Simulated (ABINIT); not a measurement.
An input for ABINIT 10.8.3 (KI (Fm-3m)):

```
acell 3*1.0 Angstrom
rprim 
  0.000000000000 3.532775000000 3.532775000000
  3.532775000000 0.000000000000 3.532775000000
  3.532775000000 3.532775000000 -0.000000000000
ntypat 2
znucl 19 53
natom 2
typat 1 2
xred 
  0.000000000000 0.000000000000 0.000000000000
  0.500000000000 0.500000000000 0.500000000000
pp_dirpath "pseudos"
pseudos "K.upf, I.upf"
ecut 33
iscf -2
irdden 1
kptopt 0
nkpt 50
kpt 
  0.00000000 0.00000000 0.00000000
  0.06250000 0.00000000 0.06250000
  0.12500000 0.00000000 0.12500000
  0.18750000 0.00000000 0.18750000
  0.25000000 0.00000000 0.25000000
  0.31250000 0.00000000 0.31250000
  0.37500000 0.00000000 0.37500000
  0.43750000 0.00000000 0.43750000
  0.50000000 0.00000000 0.50000000
  0.51562500 0.03125000 0.51562500
  0.53125000 0.06250000 0.53125000
  0.54687500 0.09375000 0.54687500
  0.56250000 0.12500000 0.56250000
  0.57812500 0.15625000 0.57812500
  0.59375000 0.18750000 0.59375000
  0.60937500 0.21875000 0.60937500
  0.62500000 0.25000000 0.62500000
  0.37500000 0.37500000 0.75000000
  0.32812500 0.32812500 0.65625000
  0.28125000 0.28125000 0.56250000
  0.23437500 0.23437500 0.46875000
  0.18750000 0.18750000 0.37500000
  0.14062500 0.14062500 0.28125000
  0.09375000 0.09375000 0.18750000
  0.04687500 0.04687500 0.09375000
  0.00000000 0.00000000 0.00000000
  0.06250000 0.06250000 0.06250000
  0.12500000 0.12500000 0.12500000
  0.18750000 0.18750000 0.18750000
  0.25000000 0.25000000 0.25000000
  0.31250000 0.31250000 0.31250000
  0.37500000 0.37500000 0.37500000
  0.43750000 0.43750000 0.43750000
  0.50000000 0.50000000 0.50000000
  0.50000000 0.46875000 0.53125000
  0.50000000 0.43750000 0.56250000
  0.50000000 0.40625000 0.59375000
  0.50000000 0.37500000 0.62500000
  0.50000000 0.34375000 0.65625000
  0.50000000 0.31250000 0.68750000
  0.50000000 0.28125000 0.71875000
  0.50000000 0.25000000 0.75000000
  0.50000000 0.21875000 0.71875000
  0.50000000 0.18750000 0.68750000
  0.50000000 0.15625000 0.65625000
  0.50000000 0.12500000 0.62500000
  0.50000000 0.09375000 0.59375000
  0.50000000 0.06250000 0.56250000
  0.50000000 0.03125000 0.53125000
  0.50000000 0.00000000 0.50000000
istwfk *1
nband 15
nbdbuf 2
tolwfr 1e-08
nstep 40
prtwf 0
prtvol 0
indata_prefix "in"
outdata_prefix "out"
tmpdata_prefix "tmp"
```

```sh
OMP_NUM_THREADS=1 mpirun -n 4 abinit run.abi > log
```

**Question.** How long will it take on 4 MPI ranks of Arm Neoverse V2, shared host, and how much memory?

It took 20 s; on shared hardware allow 10 s to 41 s. Peak host memory was 0.34 GiB.

[Paths, hosts, dates, memory and timing lines, banners, echoed tables and standing remarks are left out of the program output.]

[Logs are printed without paths, hosts, clocks, repeated set-up lines and the standing remarks that a program may print on its own settings, such as how far it seeks lower states.]

[Runs of the session that timed out or met a known fault of the program may be left out.]

[Hosts, paths, dates, database ids (printed as entryN), source tags and the programs' standing remarks are cut or masked in the printed files.]

[G0W0 gaps are taken among the corrected bands and points alone; a level outside them can change the order at an edge.]

[Where Ansatz stands beside ABINIT at settings called matched, ABINIT's density can come from a denser mesh and the files from another edition; pairs whose starting gaps differed by over 0.03 eV were left out, so agreement reads better than it is.]
